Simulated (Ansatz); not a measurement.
# TaTi3Al2C2, from a guessed structure to a relaxed one

Starting from a made-up structure for TaTi3Al2C2, the aim is the relaxed cell, its shortest contacts and, where a second run follows, its electronic structure.

Program: Ansatz 0.2.0. Level of theory: DFT, PBE, plane-wave PAW, files of the set soft_1, scalar-relativistic, no spin, cell and ions relaxed at zero pressure; PAW set soft_1, in the first sound run; inputs show where later runs differ. Results are calculated unless marked as measured.

## (1) The starting structure

The structure is trigonal, space group P3m1 (No. 156). Conventional cell: a = 3.092 Å, b = 3.092 Å, c = 13.905 Å, α = 90.00°, β = 90.00°, γ = 120.00°. Ta has 3 C at 2.17 Å and 3 Al at 2.92 Å nearest. Nearest to Ti lie 3 C at 2.09 Å and 3 Ti at 2.91 Å and 3 Al at 2.93 Å. Nearest to Ti lie 3 C at 2.15 Å and 3 Al at 2.86 Å. Nearest to Ti lie 3 C at 2.16 Å and 3 Al at 2.91 Å. Nearest to Al lie 3 Ta at 2.92 Å and 3 Ti at 2.93 Å and 6 Al at 3.09 Å. Nearest to Al lie 6 Ti at 2.86 to 2.91 Å and 6 Al at 3.09 Å. Farther neighbours are not listed.

## (2) Relaxing cell and atoms

The guess takes its coordinates from another compound and its volume from a rule, so the cell and any free coordinates are relaxed together.

File input.yaml:

```yaml
crystal:
  lattice:
    - [3.092, 0.0, 0.0]
    - [-1.546, 2.677750549, 0.0]
    - [0.0, 0.0, 13.905]
  atoms:
    - { symbol: Ta, position: [0.0, 0.0, 0.4133] }
    - { symbol: Ti, position: [0.0, 0.0, 0.0796] }
    - { symbol: Ti, position: [0.666666667, 0.333333333, 0.9147] }
    - { symbol: Ti, position: [0.666666667, 0.333333333, 0.5895] }
    - { symbol: Al, position: [0.666666667, 0.333333333, 0.2471] }
    - { symbol: Al, position: [0.0, 0.0, 0.7544] }
    - { symbol: C, position: [0.333333333, 0.666666667, 0.0011] }
    - { symbol: C, position: [0.333333333, 0.666666667, 0.5023] }
kpoints:
  mp_grid: { grid: [10, 10, 2] }
scf:
  occupations: { method: fermi_dirac, width: 0.05 }
hamiltonian:
  xc: pbe
  pseudopotentials: { kind: paw, azcp: { folder: soft_1 } }
relax:
  f_tol: 0.015
  max_steps: 70
  cell: {}
output:
  forces: true
  stress: true
```

Command:

```sh
ansatz run input.yaml --threads 4 --pin off --max-ram 10240MiB --backend cpu --events-out ev --progress --plain --runs-dir out
```

Numbers of over 12 decimals in the logs are rounded to 6 here.

The program printed:

```text
Engine: ansatz 0.2.0, aarch64-unknown-linux-gnu
Pseudopotentials: kind: paw
Pseudopotential: Ta, paw, valence charge 13, recommended cutoff 420 eV (normal), soft_1/Ta.paw.azcp
Pseudopotential: Ti, paw, valence charge 12, recommended cutoff 420 eV (normal), soft_1/Ti.paw.azcp
Pseudopotential: Al, paw, valence charge 3, recommended cutoff 420 eV (normal), soft_1/Al.paw.azcp
Pseudopotential: C, paw, valence charge 4, recommended cutoff 420 eV (normal), soft_1/C.paw.azcp
Functional definition: PBE
  parameter kappa = 0.804
  parameter beta = 0.066725
  exchange = pbe_x(kappa = kappa, mu = beta*pi^2/3)
  correlation = pbe_c(beta = beta)
Crystal: 8 atoms, lattice volume = 115.128 Å³
Basis set: ecut = 420 eV, 2231 PW (Γ), exchange–correlation on 48×48×192 points (8 copies of the dense FFT grid, shifted against one another)
Bands: 40, of which v1, the nominal top of the filled ones, is band 32 counted from 1 (31 counted from 0)
Symmetry: 6 space group operations
Space group: P3m1 (ITA 156), of the structure as read, at distance tolerance 4.9e-5 Å
k-points: 28 of 200 (time reversal used)
Non-local potential: Ta, projectors of the file, l = 0: 3, l = 1: 2, l = 2: 2, l = 3: 1
Non-local potential: Ti, projectors of the file, l = 0: 3, l = 1: 2, l = 2: 3, l = 3: 1
Non-local potential: Al, projectors of the file, l = 0: 2, l = 1: 2, l = 2: 1
Non-local potential: C, projectors of the file, l = 0: 2, l = 1: 2, l = 2: 1
PAW form: soft (Blöchl's): semilocal exchange-correlation on the pseudo side does not see the compensation charge
PAW one-centre angular grid: Ta, 590 points (default); XC on 64 Gauss nodes
PAW one-centre angular grid: Ti, 590 points (default); XC on 64 Gauss nodes
PAW one-centre angular grid: Al, 110 points (default); XC on 64 Gauss nodes
PAW one-centre angular grid: C, 110 points (default); XC on 64 Gauss nodes
Initial density: superposition of atomic densities (chi_scale 0.1, normalization cell, long waves kept (reshape's long-wave potential 0.44 eV rms))
Initial wavefunctions: pseudopotential atomic-orbital guess
Functional: x = pbe(κ = 0.804, μ = 0.219515), c = pbe(β = 0.066725)
SCF iter   1: F=—  HF=-19016.957303 eV  |F-HF|=—  |Δ(HF+E_count)|=         —  Δρ=8.02e-2  dr2=1.10e1  ethr=3.10e-3  ⟨swp⟩=6.4  Hψ=4381  notcnv=0
preconditioner: auto → Kerker (q_TF=auto, 2.467 Å⁻¹)  [metal: Δε(μ)=0.062 eV  Ē_g=6.444 eV  σ=0.050 eV  W_gap=0.30  n_scr=28 (ndim 8)  ℏωp=19.3 eV  f_vac=0.000  D(μ)=2.77/eV (n_scr^D=8)]
SCF iter   2: F=—  HF=-19014.906970 eV  |F-HF|=—  |Δ(HF+E_count)|=    2.05e0  Δρ=2.82e-2  dr2=1.54e0  ethr=3.10e-3  ⟨swp⟩=2.8  Hψ=2039  notcnv=0  defer=51
SCF iter   3: F=—  HF=-19014.620219 eV  |F-HF|=—  |Δ(HF+E_count)|=   2.87e-1  Δρ=1.00e-2  dr2=1.97e-1  ethr=2.44e-3  ⟨swp⟩=2.1  Hψ=1692  notcnv=0  defer=51
SCF iter   4: F=—  HF=-19014.585373 eV  |F-HF|=—  |Δ(HF+E_count)|=   3.48e-2  Δρ=1.73e-3  dr2=9.16e-3  ethr=3.13e-4  ⟨swp⟩=3.3  Hψ=1728  notcnv=0  defer=43
SCF iter   5: F=—  HF=-19014.583719 eV  |F-HF|=—  |Δ(HF+E_count)|=   1.65e-3  Δρ=4.90e-4  dr2=5.60e-4  ethr=1.45e-5  ⟨swp⟩=2.0  Hψ=1619  notcnv=0  defer=43
SCF iter   6: F=—  HF=-19014.583640 eV  |F-HF|=—  |Δ(HF+E_count)|=   7.96e-5  Δρ=1.46e-4  dr2=4.18e-5  ethr=8.89e-7  ⟨swp⟩=2.0  Hψ=1421  notcnv=0  defer=43
SCF iter   7: F=—  HF=-19014.583624 eV  |F-HF|=—  |Δ(HF+E_count)|=   1.55e-5  Δρ=2.94e-5  dr2=2.64e-6  ethr=6.63e-8  ⟨swp⟩=2.0  Hψ=1332  notcnv=0  defer=43
SCF iter   8: F=—  HF=-19014.583624 eV  |F-HF|=—  |Δ(HF+E_count)|=   2.38e-7  Δρ=1.06e-5  dr2=4.25e-7  ethr=4.18e-9  ⟨swp⟩=2.0  Hψ=1432  notcnv=0  defer=43
SCF iter   9: F=-19014.583624 eV  HF=-19014.583624 eV  |F-HF|=2.36e-8  |Δ(HF+E_count)|=   4.17e-8  Δρ=2.61e-6  dr2=2.63e-8  ethr=1.59e-10  ⟨swp⟩=4.0  Hψ=3405  notcnv=0
SCF 1 converged in 9 iterations: F = -19014.583624 eV  dr2 = 2.63e-8
  greatest PAW one-centre occupation: 0.999 electrons in one spin orbital (limit 2), on the Ta atom at site 0 (counted from 0), in its partial waves of l = 0
relax step   1: F+E_penalty+E_count = -19014.58362389 eV  Δ(F+E_penalty+E_count) = +0.000e0 eV  max|allowed force component| = 6.785e-1 eV/Å  Δτ_max = 0.0000 Å  P = -3.345 GPa  Ω = 115.128 Å³  (9 SCF iters, dr2 threshold 1.00e-7 eV, accepted)
Crystal: 8 atoms, lattice volume = 111.077 Å³
Basis set: ecut = 420 eV, 2159 PW (Γ), exchange–correlation on 48×48×192 points (8 copies of the dense FFT grid, shifted against one another)
Initial density: handed on by an earlier stage of this run
Initial wavefunctions: those handed on with the density
SCF iter   1: F=—  HF=-19014.714255 eV  |F-HF|=—  |Δ(HF+E_count)|=         —  Δρ=1.30e-2  dr2=2.21e0  ethr=3.10e-3  ⟨swp⟩=8.5  Hψ=4740  notcnv=0  defer=2
preconditioner: auto → Kerker (q_TF=auto, 2.482 Å⁻¹)  [metal: Δε(μ)=0.007 eV  Ē_g=5.837 eV  σ=0.050 eV  W_gap=0.04  n_scr=28 (ndim 8)  ℏωp=19.6 eV  f_vac=0.000  D(μ)=3.04/eV (n_scr^D=8)]
SCF iter   2: F=—  HF=-19014.656605 eV  |F-HF|=—  |Δ(HF+E_count)|=   5.76e-2  Δρ=6.30e-3  dr2=8.18e-1  ethr=3.10e-3  ⟨swp⟩=1.2  Hψ=1351  notcnv=0  defer=6
SCF iter   3: F=—  HF=-19014.626181 eV  |F-HF|=—  |Δ(HF+E_count)|=   3.04e-2  Δρ=1.59e-3  dr2=3.16e-2  ethr=1.30e-3  ⟨swp⟩=1.9  Hψ=1162  notcnv=0  defer=35
SCF iter   4: F=—  HF=-19014.624023 eV  |F-HF|=—  |Δ(HF+E_count)|=   2.16e-3  Δρ=7.02e-4  dr2=4.18e-3  ethr=5.01e-5  ⟨swp⟩=2.1  Hψ=1330  notcnv=0  defer=47
SCF iter   5: F=—  HF=-19014.623565 eV  |F-HF|=—  |Δ(HF+E_count)|=   4.57e-4  Δρ=2.30e-4  dr2=2.28e-4  ethr=6.63e-6  ⟨swp⟩=2.0  Hψ=1404  notcnv=0  defer=47
SCF iter   6: F=—  HF=-19014.623569 eV  |F-HF|=—  |Δ(HF+E_count)|=   3.50e-6  Δρ=5.51e-5  dr2=6.41e-6  ethr=3.61e-7  ⟨swp⟩=2.0  Hψ=1336  notcnv=0  defer=46
SCF iter   7: F=-19014.623568 eV  HF=-19014.623568 eV  |F-HF|=2.10e-7  |Δ(HF+E_count)|=   1.06e-6  Δρ=1.31e-5  dr2=3.22e-7  ethr=1.27e-9  ⟨swp⟩=4.4  Hψ=3537  notcnv=0
SCF 2 converged in 7 iterations: F = -19014.623568 eV  dr2 = 3.22e-7
relax step   2: F+E_penalty+E_count = -19014.62356754 eV  Δ(F+E_penalty+E_count) = -3.994e-2 eV  max|allowed force component| = 5.368e-1 eV/Å  Δτ_max = 0.1005 Å  P = +1.974 GPa  Ω = 111.077 Å³  energy of the carried Pulay correction = +2.591e-3 eV  (7 SCF iters, dr2 threshold 8.00e-7 eV, accepted)
Crystal: 8 atoms, lattice volume = 112.489 Å³
Basis set: ecut = 420 eV, 2195 PW (Γ), exchange–correlation on 48×48×192 points (8 copies of the dense FFT grid, shifted against one another)
iter 1 solved again at ethr=3.65e-4 eV; its pass at ethr=3.10e-3 eV (dr2=2.30e-1 eV) is discarded
SCF iter   1: F=—  HF=-19014.676195 eV  |F-HF|=—  |Δ(HF+E_count)|=         —  Δρ=5.24e-3  dr2=2.26e-1  ethr=3.65e-4  ⟨swp⟩=1.1  Hψ=5545  notcnv=0
preconditioner: auto → Kerker (q_TF=auto, 2.477 Å⁻¹)  [metal: Δε(μ)=0.038 eV  Ē_g=5.749 eV  σ=0.050 eV  W_gap=0.18  n_scr=28 (ndim 8)  ℏωp=19.5 eV  f_vac=0.000  D(μ)=3.00/eV (n_scr^D=8)]
SCF iter   2: F=—  HF=-19014.667885 eV  |F-HF|=—  |Δ(HF+E_count)|=   8.31e-3  Δρ=2.72e-3  dr2=7.92e-2  ethr=3.58e-4  ⟨swp⟩=1.9  Hψ=1176  notcnv=0
SCF iter   3: F=—  HF=-19014.663460 eV  |F-HF|=—  |Δ(HF+E_count)|=   4.43e-3  Δρ=4.55e-4  dr2=2.19e-3  ethr=1.26e-4  ⟨swp⟩=1.2  Hψ=1125  notcnv=0  defer=1
SCF iter   4: F=—  HF=-19014.663299 eV  |F-HF|=—  |Δ(HF+E_count)|=   1.60e-4  Δρ=2.04e-4  dr2=1.84e-4  ethr=3.47e-6  ⟨swp⟩=1.7  Hψ=1164  notcnv=0
SCF iter   5: F=—  HF=-19014.663298 eV  |F-HF|=—  |Δ(HF+E_count)|=   1.56e-6  Δρ=7.28e-5  dr2=1.93e-5  ethr=2.92e-7  ⟨swp⟩=2.0  Hψ=1472  notcnv=0
SCF iter   6: F=—  HF=-19014.663296 eV  |F-HF|=—  |Δ(HF+E_count)|=   2.24e-6  Δρ=1.97e-5  dr2=2.54e-6  ethr=3.07e-8  ⟨swp⟩=2.0  Hψ=1457  notcnv=0
SCF iter   7: F=-19014.663295 eV  HF=-19014.663295 eV  |F-HF|=1.08e-7  |Δ(HF+E_count)|=   1.75e-7  Δρ=4.61e-6  dr2=1.23e-7  ethr=1.27e-9  ⟨swp⟩=4.0  Hψ=3315  notcnv=0
SCF 3 converged in 7 iterations: F = -19014.663295 eV  dr2 = 1.23e-7
relax step   3: F+E_penalty+E_count = -19014.66329528 eV  Δ(F+E_penalty+E_count) = -3.973e-2 eV  max|allowed force component| = 2.978e-1 eV/Å  Δτ_max = 0.0490 Å  P = +0.354 GPa  Ω = 112.489 Å³  energy of the carried Pulay correction = +1.677e-3 eV  (7 SCF iters, dr2 threshold 8.00e-7 eV, accepted)
Crystal: 8 atoms, lattice volume = 112.715 Å³
Basis set: ecut = 420 eV, 2207 PW (Γ), exchange–correlation on 48×48×192 points (8 copies of the dense FFT grid, shifted against one another)
iter 1 solved again at ethr=3.48e-4 eV; its pass at ethr=3.10e-3 eV (dr2=2.19e-1 eV) is discarded
SCF iter   1: F=—  HF=-19014.675945 eV  |F-HF|=—  |Δ(HF+E_count)|=         —  Δρ=3.82e-3  dr2=2.16e-1  ethr=3.48e-4  ⟨swp⟩=1.1  Hψ=4536  notcnv=0
preconditioner: auto → Kerker (q_TF=auto, 2.476 Å⁻¹)  [metal: Δε(μ)=0.072 eV  Ē_g=5.742 eV  σ=0.050 eV  W_gap=0.34  n_scr=28 (ndim 8)  ℏωp=19.5 eV  f_vac=0.000  D(μ)=2.56/eV (n_scr^D=8)]
SCF iter   2: F=—  HF=-19014.670460 eV  |F-HF|=—  |Δ(HF+E_count)|=   5.48e-3  Δρ=2.05e-3  dr2=8.89e-2  ethr=3.44e-4  ⟨swp⟩=1.0  Hψ=1120  notcnv=0
SCF iter   3: F=—  HF=-19014.666641 eV  |F-HF|=—  |Δ(HF+E_count)|=   3.82e-3  Δρ=4.14e-4  dr2=2.62e-3  ethr=1.41e-4  ⟨swp⟩=1.0  Hψ=1120  notcnv=0
SCF iter   4: F=—  HF=-19014.666409 eV  |F-HF|=—  |Δ(HF+E_count)|=   2.31e-4  Δρ=1.05e-4  dr2=1.11e-4  ethr=4.15e-6  ⟨swp⟩=1.8  Hψ=1179  notcnv=0
SCF iter   5: F=—  HF=-19014.666417 eV  |F-HF|=—  |Δ(HF+E_count)|=   7.49e-6  Δρ=3.70e-5  dr2=3.63e-6  ethr=1.76e-7  ⟨swp⟩=2.0  Hψ=1398  notcnv=0
SCF iter   6: F=-19014.666416 eV  HF=-19014.666416 eV  |F-HF|=6.44e-7  |Δ(HF+E_count)|=   4.63e-7  Δρ=1.71e-5  dr2=7.29e-7  ethr=1.27e-9  ⟨swp⟩=4.4  Hψ=3740  notcnv=0
SCF 4 converged in 6 iterations: F = -19014.666416 eV  dr2 = 7.29e-7
relax step   4: F+E_penalty+E_count = -19014.66641572 eV  Δ(F+E_penalty+E_count) = -3.120e-3 eV  max|allowed force component| = 3.212e-1 eV/Å  Δτ_max = 0.0255 Å  P = -0.345 GPa  Ω = 112.715 Å³  energy of the carried Pulay correction = +1.532e-3 eV  (6 SCF iters, dr2 threshold 8.00e-7 eV, accepted)
Crystal: 8 atoms, lattice volume = 112.633 Å³
iter 1 solved again at ethr=5.33e-5 eV; its pass at ethr=3.10e-3 eV (dr2=3.36e-2 eV) is discarded
SCF iter   1: F=—  HF=-19014.671695 eV  |F-HF|=—  |Δ(HF+E_count)|=         —  Δρ=1.78e-3  dr2=3.30e-2  ethr=5.33e-5  ⟨swp⟩=1.1  Hψ=4301  notcnv=0
preconditioner: auto → Kerker (q_TF=auto, 2.476 Å⁻¹)  [metal: Δε(μ)=0.056 eV  Ē_g=5.757 eV  σ=0.050 eV  W_gap=0.27  n_scr=28 (ndim 8)  ℏωp=19.5 eV  f_vac=0.000  D(μ)=2.87/eV (n_scr^D=8)]
SCF iter   2: F=—  HF=-19014.670594 eV  |F-HF|=—  |Δ(HF+E_count)|=   1.10e-3  Δρ=9.45e-4  dr2=1.28e-2  ethr=5.23e-5  ⟨swp⟩=1.0  Hψ=1120  notcnv=0
SCF iter   3: F=—  HF=-19014.669936 eV  |F-HF|=—  |Δ(HF+E_count)|=   6.59e-4  Δρ=1.59e-4  dr2=3.41e-4  ethr=2.04e-5  ⟨swp⟩=1.0  Hψ=1120  notcnv=0
SCF iter   4: F=—  HF=-19014.669921 eV  |F-HF|=—  |Δ(HF+E_count)|=   1.49e-5  Δρ=5.14e-5  dr2=1.44e-5  ethr=5.42e-7  ⟨swp⟩=2.0  Hψ=1255  notcnv=0
SCF iter   5: F=—  HF=-19014.669920 eV  |F-HF|=—  |Δ(HF+E_count)|=   1.09e-6  Δρ=2.08e-5  dr2=1.16e-6  ethr=2.28e-8  ⟨swp⟩=2.0  Hψ=1477  notcnv=0
SCF iter   6: F=-19014.669919 eV  HF=-19014.669919 eV  |F-HF|=1.88e-7  |Δ(HF+E_count)|=   1.40e-7  Δρ=6.97e-6  dr2=2.06e-7  ethr=1.27e-9  ⟨swp⟩=4.0  Hψ=3389  notcnv=0
SCF 5 converged in 6 iterations: F = -19014.669919 eV  dr2 = 2.06e-7
relax step   5: F+E_penalty+E_count = -19014.66991921 eV  Δ(F+E_penalty+E_count) = -3.503e-3 eV  max|allowed force component| = 3.192e-2 eV/Å  Δτ_max = 0.0143 Å  P = +0.068 GPa  Ω = 112.633 Å³  energy of the carried Pulay correction = +1.585e-3 eV  (6 SCF iters, dr2 threshold 8.00e-7 eV, accepted)
Crystal: 8 atoms, lattice volume = 112.657 Å³
iter 1 solved again at ethr=8.22e-7 eV; its pass at ethr=3.10e-3 eV (dr2=5.18e-4 eV) is discarded
SCF iter   1: F=—  HF=-19014.669972 eV  |F-HF|=—  |Δ(HF+E_count)|=         —  Δρ=2.23e-4  dr2=5.12e-4  ethr=8.22e-7  ⟨swp⟩=1.0  Hψ=4288  notcnv=0
preconditioner: auto → Kerker (q_TF=auto, 2.476 Å⁻¹)  [metal: Δε(μ)=0.054 eV  Ē_g=5.751 eV  σ=0.050 eV  W_gap=0.26  n_scr=28 (ndim 8)  ℏωp=19.5 eV  f_vac=0.000  D(μ)=2.78/eV (n_scr^D=8)]
SCF iter   2: F=—  HF=-19014.669956 eV  |F-HF|=—  |Δ(HF+E_count)|=   1.57e-5  Δρ=1.17e-4  dr2=2.05e-4  ethr=8.12e-7  ⟨swp⟩=1.0  Hψ=1120  notcnv=0
SCF iter   3: F=—  HF=-19014.669947 eV  |F-HF|=—  |Δ(HF+E_count)|=   9.53e-6  Δρ=2.37e-5  dr2=7.01e-6  ethr=3.26e-7  ⟨swp⟩=1.2  Hψ=1125  notcnv=0
SCF iter   4: F=—  HF=-19014.669954 eV  |F-HF|=—  |Δ(HF+E_count)|=   7.39e-6  Δρ=9.50e-6  dr2=3.34e-7  ethr=1.11e-8  ⟨swp⟩=1.8  Hψ=1222  notcnv=0
iter 5 did not close the SCF: its close was put off for the readings that it lacked (scf_convergence_deferred on its scf_iter line)
SCF iter   5: F=-19014.669954 eV  HF=-19014.669954 eV  |F-HF|=3.33e-8  |Δ(HF+E_count)|=   3.20e-8  Δρ=3.33e-6  dr2=3.91e-8  ethr=5.30e-10  ⟨swp⟩=2.0  Hψ=1471  notcnv=0
SCF iter   6: F=-19014.669954 eV  HF=-19014.669954 eV  |F-HF|=2.78e-9  |Δ(HF+E_count)|=   3.11e-9  Δρ=8.51e-7  dr2=3.28e-9  ethr=6.20e-11  ⟨swp⟩=2.2  Hψ=3296  notcnv=0
SCF 6 converged in 6 iterations: F = -19014.669954 eV  dr2 = 3.28e-9
relax step   6: F+E_penalty+E_count = -19014.66995422 eV  Δ(F+E_penalty+E_count) = -3.500e-5 eV  max|allowed force component| = 8.690e-4 eV/Å  Δτ_max = 0.0016 Å  P = -0.002 GPa  Ω = 112.657 Å³  energy of the carried Pulay correction = +1.570e-3 eV  (6 SCF iters, dr2 threshold 6.37e-8 eV, accepted)
Initial wavefunctions: pseudopotential atomic-orbital guess (no wavefunctions were taken with the density)
iter 1 solved again at ethr=9.64e-8 eV; its pass at ethr=3.10e-3 eV (dr2=6.07e-5 eV) is discarded
SCF iter   1: F=—  HF=-19014.668438 eV  |F-HF|=—  |Δ(HF+E_count)|=         —  Δρ=4.51e-5  dr2=3.13e-7  ethr=9.64e-8  ⟨swp⟩=3.5  Hψ=7157  notcnv=0
preconditioner: auto → Kerker (q_TF=auto, 2.476 Å⁻¹)  [metal: Δε(μ)=0.055 eV  Ē_g=5.752 eV  σ=0.050 eV  W_gap=0.27  n_scr=28 (ndim 8)  ℏωp=19.5 eV  f_vac=0.000  D(μ)=2.78/eV (n_scr^D=8)]
SCF iter   2: F=—  HF=-19014.668443 eV  |F-HF|=—  |Δ(HF+E_count)|=   4.65e-6  Δρ=2.49e-5  dr2=1.34e-7  ethr=4.97e-10  ⟨swp⟩=2.0  Hψ=1848  notcnv=0
SCF iter   3: F=—  HF=-19014.668443 eV  |F-HF|=—  |Δ(HF+E_count)|=   2.39e-7  Δρ=3.40e-6  dr2=3.61e-9  ethr=2.13e-10  ⟨swp⟩=2.0  Hψ=1551  notcnv=0
SCF iter   4: F=—  HF=-19014.668443 eV  |F-HF|=—  |Δ(HF+E_count)|=   3.74e-9  Δρ=6.08e-7  dr2=5.01e-10  ethr=5.73e-12  ⟨swp⟩=2.4  Hψ=2011  notcnv=0
SCF iter   5: F=—  HF=-19014.668443 eV  |F-HF|=—  |Δ(HF+E_count)|=  2.04e-10  Δρ=1.78e-7  dr2=8.73e-11  ethr=1.00e-12  ⟨swp⟩=1.0  Hψ=1120  notcnv=0
SCF iter   6: F=-19014.668443 eV  HF=-19014.668443 eV  |F-HF|=0.00e0  |Δ(HF+E_count)|=  3.64e-12  Δρ=2.96e-8  dr2=5.44e-12  ethr=1.00e-12  ⟨swp⟩=3.1  Hψ=2999  notcnv=0
SCF 7 converged in 6 iterations: F = -19014.668443 eV  dr2 = 5.44e-12
relax step   7: F+E_penalty+E_count = -19014.66844321 eV  Δ(F+E_penalty+E_count) = +1.511e-3 eV  max|allowed force component| = 8.470e-4 eV/Å  Δτ_max = 0.0000 Å  P = -0.012 GPa  Ω = 112.657 Å³  stress off target by 1.48e-2 GPa  SCF on the basis re-selected at this cell (its energy is not comparable with the rows above)  (6 SCF iters)
basis re-selected at this cell: Δ(F+E_penalty+E_count) = +1.511e-3 eV, ΔP = -0.010 GPa vs the last step (what re-selecting the basis moved, of the pressure what is left beyond the Pulay correction that the steps carried, after the strain that the cell walked since its last selection, with what the two solves' SCF thresholds leave and, on support functions, any second-order correction that the steps lacked; it is no m [...]
SCF converged after 6 iterations
Free energy (F): -19014.668443 eV
Harris-Foulkes:  -19014.668443 eV  (|F-HF|=0.00e0)
Internal energy: -19014.644781 eV  (E = F + TS)
E sigma→0 (E₀):  -19014.656612 eV
Entropy (-TS):   -0.023662 eV (-2.958 meV/atom)
Fermi energy:    12.440984 eV
--- Per-component energies (eV) ---
  E_band       = -609.911323
  E_kinetic    = 1451.533679
  E_local      = -5441.805576  (includes V_loc(G=0)·N_el)
  E_nonlocal   = 236.492232
  E_hartree    = 2317.678040
  E_xc         = -841.772906
  E_vxc        = -847.991725  (∫ρ·V_xc dr)
  E_paw        = -12568.093878  (= ΣΔE_a)
  E_vpaw       = -643.495869  (= ΣTr[D̂ρ^β])
  E_aug_tail   = -0.000122  (compensation charges beyond the density's cutoff)
  E_ewald      = -4168.676250
  E_smearing   = -0.023662  (= −TS)
  E_closure    = 0.000000  (closes the sum)
  Σ components = -19014.668443   (vs F -19014.668443, Δ=0.00e0)
--- Forces (eV/Å), atoms counted from 1 ---
  atom   1  Ta    -0.00000000     0.00000000     0.00047013
  atom   2  Ti     0.00000000     0.00000000    -0.00016331
  atom   3  Ti    -0.00000000     0.00000000     0.00084699
  atom   4  Ti     0.00000000     0.00000000    -0.00079724
  atom   5  Al     0.00000000     0.00000000    -0.00028570
  atom   6  Al     0.00000000     0.00000000     0.00053446
  atom   7  C      0.00000000     0.00000000    -0.00031715
  atom   8  C      0.00000000     0.00000000    -0.00028808
  max |Σ_I F_I| component: 1.11e-7 eV/Å
--- Stress (GPa, compression-positive) ---
       -0.014766       0.000000      -0.000000
        0.000000      -0.014766       0.000000
       -0.000000       0.000000      -0.007843
  P = ⅓ Tr σ = -0.0125 GPa (-0.125 kbar)
--- Relaxed structure (6 steps of the walk, 6 accepted, 1 SCFs on fresh bases) ---
  F+E_penalty+E_count = -19014.66844321 eV   max|allowed force component| = 8.470e-4 eV/Å   (the final SCF, on the basis selected at the relaxed cell)
  cell:  # Å, volume = 112.6566 Å³
    - [3.065393, 0, -2.9773750301861164e-18]
    - [-1.532696, 2.654708, 1.4886875150930576e-18]
    - [-1.3389521277776264e-17, 0, 13.843751]
  atoms:
    - { symbol: Ta, position: [-8.012346107504811e-18, 4.625929271425599e-18, 0.411812] }
    - { symbol: Ti, position: [-6.258196621669935e-18, 4.6259292714256025e-18, 0.083382] }
    - { symbol: Ti, position: [0.666667, 0.333333, 0.917179] }
    - { symbol: Ti, position: [0.666667, 0.333333, 0.586597] }
    - { symbol: Al, position: [0.666667, 0.333333, 0.246911] }
    - { symbol: Al, position: [-8.324367629635899e-18, 4.625929271425603e-18, 0.751975] }
    - { symbol: C, position: [0.333333, 0.666667, -0.000123821] }
    - { symbol: C, position: [0.333333, 0.666667, 0.504268] }
```

Elapsed: 16 s, on 4 threads of Arm Neoverse V2, shared host; peak memory 0.54 GiB.

Step by step:

```tsv
step	energy less that of the first step (eV)	largest force component (eV/Å)	pressure (GPa)	volume (Å³)
1	0.0000	0.6785	-3.35	115.13
2	-0.0399	0.5368	1.97	111.08
3	-0.0797	0.2978	0.35	112.49
4	-0.0828	0.3212	-0.34	112.71
5	-0.0863	0.0319	0.07	112.63
6	-0.0863	0.0009	0.00	112.66
7*	-0.0848	0.0008	-0.01	112.66
```

Relaxation steps marked * repeat the geometry before them on a plane-wave basis chosen anew for their cell, so energy and pressure can jump there.

Forces are held to the 6 operations that the run works with; a distortion that breaks them can't arise in this run.

```tsv
conventional cell, symmetrised	before	after	change
a (Å)	3.092	3.065	-0.9 %
b (Å)	3.092	3.065	-0.9 %
c (Å)	13.905	13.844	-0.4 %
volume (Å³/atom)	14.39	14.08	-2.1 %
```

The atoms that moved most (Å, as changes of fractional coordinates times the final cell):

```tsv
atom	dx	dy	dz	length
Ti2	0.000	0.000	0.052	0.052
Ti4	0.000	0.000	-0.040	0.040
Ti3	0.000	0.000	0.034	0.034
Al6	0.000	0.000	-0.034	0.034
C8	0.000	0.000	0.027	0.027
Ta1	0.000	0.000	-0.021	0.021
C7	0.000	0.000	-0.017	0.017
```

This step gave:

| Quantity | Value |
| --- | --- |
| free energy | -19014.6684 eV |
| energy at zero smearing | -19014.6566 eV |
| smearing term TS | 0.02366 eV |
| Fermi energy | 12.44 eV |
| electrons | 63 |
| symmetry operations | 6 |
| pressure | -0.01246 GPa |

Shortest distances by pair of elements, guess and relaxed (not always the same contact):

```tsv
pair	guess (Å)	relaxed (Å)
C–Ti	2.092	2.105
C–Ta	2.172	2.184
Al–Ti	2.856	2.874
Al–Ta	2.920	2.889
Ti–Ti	2.906	2.903
```

The relaxation ends with a largest force component of 8.5e-4 eV/Å and a pressure of -0.01 GPa.

[end of part 1 of 2]

[Logs are printed without paths, hosts, clocks, repeated set-up lines and the standing remarks that a program may print on its own settings, such as how far it seeks lower states.]

[Hosts, paths, dates, database ids (printed as entryN), source tags and the programs' standing remarks are cut or masked in the printed files.]
